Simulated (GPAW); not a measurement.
# Screening of a field by NbSi2As4 monolayer, part 2 of 2

How does NbSi2As4 monolayer screen a perpendicular field?

GPAW 26.7.0; GPAW, PAW setups; layer in a repeated cell with vacuum, relaxation of atoms and in-plane cell (the session's first sound run).

So far. Step 5 (Field on): The dipole is now -0.0789 e Å, against -7.5e-4 in the run without a field. Step 8 (In a field): The dipole is now 0.0789 e Å, against -7.5e-4 in the run without a field.

### 9. In a field

Level of this step: GPAW, PAW setups; slab in vacuum (GPAW).

File run.py:

```python
import json
import numpy as np
from ase import Atoms
from gpaw import GPAW, PW
from gpaw.external import ConstantElectricField

slab = Atoms(
    ['As', 'Si', 'As', 'Nb', 'As', 'Si', 'As'],
    positions=[
        [0.00000, 0.00000, 8.00000],
        [-0.00000, 2.12493, 9.09961],
        [-0.00000, 2.12493, 11.47725],
        [0.00000, 0.00000, 13.01694],
        [-0.00000, 2.12493, 14.55662],
        [-0.00000, 2.12493, 16.93426],
        [0.00000, -0.00000, 18.03387]],
    cell=[[3.6805, -0.0, 0.0], [-1.84025, 3.1874, 0.0], [0.0, 0.0, 26.0339]],
    pbc=[True, True, False],
    magmoms=[0.0, 0.0, 0.0, 1.0, 0.0, 0.0, 0.0])

slab.calc = GPAW(mode=PW(400), xc='PBE', kpts={'size': (9, 9, 1), 'gamma': True},
                 occupations={'name': 'fermi-dirac', 'width': 0.05}, nbands='200%',
                 convergence={'density': 1e-05}, maxiter=200,
                 poissonsolver={'dipolelayer': 'xy'},
                 external=ConstantElectricField(0.2, [0, 0, 1]),
                 symmetry={'tolerance': 1e-3}, txt='slab.txt')
result = {}
energy = slab.get_potential_energy()
fermi = slab.calc.get_fermi_level()
v = slab.calc.get_electrostatic_potential().mean((0, 1)) - fermi
n = slab.calc.get_pseudo_density().mean((0, 1))
L = slab.cell[2, 2]
z = np.arange(len(v)) * L / len(v)
low, high = slab.positions[:, 2].min(), slab.positions[:, 2].max()
below, above = np.interp([low - 5.8, high + 5.8], z, v)
slopes = [np.interp(x, z, np.gradient(v, z)) for x in (low - 5.8, high + 5.8)]
eps = np.array([[slab.calc.get_eigenvalues(k, s) for k in range(len(slab.calc.get_ibz_k_points()))]
                for s in range(slab.calc.get_number_of_spins())]) - fermi
top, bottom = eps[eps < 0].max(), eps[eps > 0].min()
dipole = slab.get_dipole_moment()[2]
print(f'energy {energy:.4f} eV, Fermi level {fermi:.4f} eV, dipole {dipole:.5f} e A')
print(f'potential 5.8 A off the faces, from the Fermi level: lower {below:.4f} eV, upper {above:.4f} eV')
print(f'slope of the potential there: lower {slopes[0]:.5f}, upper {slopes[1]:.5f} eV/A')
print(f'nearest levels on the mesh: {top:.4f} and {bottom:.4f} eV')
print('magnetic moment', round(slab.get_magnetic_moment(), 3))
result.update(energy=energy, fermi=fermi, dipole=dipole, below=below, above=above, slopes=slopes, edges=[top, bottom],
              z=z.tolist(), v=v.tolist(), n=n.tolist(), positions=slab.positions.tolist(),
              forces=slab.get_forces(apply_constraint=False).tolist(), moments=slab.get_magnetic_moments().tolist())
json.dump(result, open('result.json', 'w'))
```

Command:

```console
OMP_NUM_THREADS=1 OPENBLAS_NUM_THREADS=1 python run.py
```

Log:

```text
energy -40.9698 eV, Fermi level 0.4475 eV, dipole 0.15784 e A
potential 5.8 A off the faces, from the Fermi level: lower 6.2218 eV, upper 3.7860 eV
slope of the potential there: lower 0.00000, upper 0.00013 eV/A
nearest levels on the mesh: -0.0273 and 0.0358 eV
magnetic moment -0.0
```

Wall time 14 min (1 thread of Arm Neoverse V1, shared host); peak memory 0.64 GiB.

The dipole is now 0.158 e Å, against -7.5e-4 in the run without a field.

### 10. Field on

run.py, as its differences from that of step 9:

```diff
@@ -24,3 +24,3 @@
                  poissonsolver={'dipolelayer': 'xy'},
-                 external=ConstantElectricField(0.2, [0, 0, 1]),
+                 external=ConstantElectricField(0.3, [0, 0, 1]),
                  symmetry={'tolerance': 1e-3}, txt='slab.txt')
```

Log:

```text
energy -40.9896 eV, Fermi level 0.4457 eV, dipole 0.23683 e A
potential 5.8 A off the faces, from the Fermi level: lower 6.8351 eV, upper 3.1805 eV
slope of the potential there: lower 0.00003, upper 0.00017 eV/A
nearest levels on the mesh: -0.0274 and 0.0360 eV
magnetic moment -0.0
```

Elapsed: 14 min, on 1 thread; peak memory 0.64 GiB.

The electrostatic potential energy of an electron (without an applied field's), less the Fermi level, planar mean oscillates, so the rows of the table below give means over windows of 1.77 Å about each position, cut where the curve ends. Its maxima inside the range that stand out by 2 % of the span (Å: eV): 2.0: 6.84, 8.6: -8.14, 10.3: 3.02, 12.2: -4.78, 13.8: -5.26, 15.7: 1.44, 17.4: -10.7. Its minima: 8.0: -12.6, 9.1: -9.92, 11.5: -11.8, 13.0: -16.2, 14.6: -12.7, 17.0: -12.2, 18.0: -15.5.

Electrostatic potential energy of an electron (without an applied field's), less the Fermi level, planar mean against z; means over each step:

```tsv
z (Å)	electrostatic potential energy of an electron (without an applied field's), less the Fermi level, planar mean (eV)
0.89	6.64
2.66	6.83
4.43	6.83
6.20	6.15
7.97	-6.91
9.74	-2.39
11.51	-6.29
13.28	-10.3
15.05	-5.08
16.82	-7.89
18.59	-6.06
20.36	3.05
22.13	3.18
23.90	3.18
25.67	3.34
```

The dipole is now 0.237 e Å, against -7.5e-4 in the run without a field.

### 11. The series

The members are put on one axis.

This step: induced dipole against applied field (GPAW 26.7.0).

Dipole along the normal against field:

```tsv
field (V/Å)	dipole along the normal (e·Å)
-0.200	-0.158
-0.100	-0.0789
-0.050	-0.0395
0.000	-7.5e-4
0.050	0.0395
0.100	0.0789
0.200	0.158
0.300	0.237
```

### 12. A changed run

One more run, with changed settings.

This step: GPAW, PAW setups; slab in vacuum (GPAW 26.7.0).

run.py, as its differences from that of step 10:

```diff
@@ -4,3 +4,2 @@
 from gpaw import GPAW, PW
-from gpaw.external import ConstantElectricField
 
@@ -20,7 +19,6 @@
 
-slab.calc = GPAW(mode=PW(400), xc='PBE', kpts={'size': (9, 9, 1), 'gamma': True},
+slab.calc = GPAW(mode=PW(400), xc='pbe96', kpts={'size': (9, 9, 1), 'gamma': True},
                  occupations={'name': 'fermi-dirac', 'width': 0.05}, nbands='200%',
-                 convergence={'density': 1e-05}, maxiter=200,
+                 convergence={'density': 1e-05}, maxiter=75,
                  poissonsolver={'dipolelayer': 'xy'},
-                 external=ConstantElectricField(0.3, [0, 0, 1]),
                  symmetry={'tolerance': 1e-3}, txt='slab.txt')
```

Log:

```text
NameError: Unknown functional: pbe96.
```

Wall time 0.94 s (1 thread); peak memory 0.1 GiB.

The program refused the input before any cycle.

The program's message: “NameError: Unknown functional: pbe96.”

The change that led to it: xc = "pbe96".

### 13. Results

```json
{"work function, upper and lower face": "5.005 and 4.996 eV", "dipole along the normal": "-7.5e-4 e Å", "induced dipole per field": "0.789 e Å per V/Å", "out-of-plane polarisability per area, α/(ε0 A)": "12.2 Å"}
```

What this shows: The field induces 0.789 e Å per V/Å, a polarisable thickness α/(ε0 A) of 12.2 Å beside 10.0 Å between the outermost nuclei. A perfect conductor would give the distance between its two image planes; a dielectric of thickness t gives t(1 - 1/ε). The induced dipole is linear in the field over this range. The small printed dipole stands for a step of 11 meV from the lower to the upper face, and the probes find 9.3 meV; values this small are near the numerical noise of both. One magnetic start was tried; another order may lie lower. The layer's cell and atoms come from the relaxation; spin-orbit coupling and temperature are left out.

[Logs are printed without paths, hosts, clocks, repeated set-up lines and the standing remarks that a program may print on its own settings, such as how far it seeks lower states.]

[Hosts, paths, dates, database ids (printed as entryN), source tags and the programs' standing remarks are cut or masked in the printed files.]
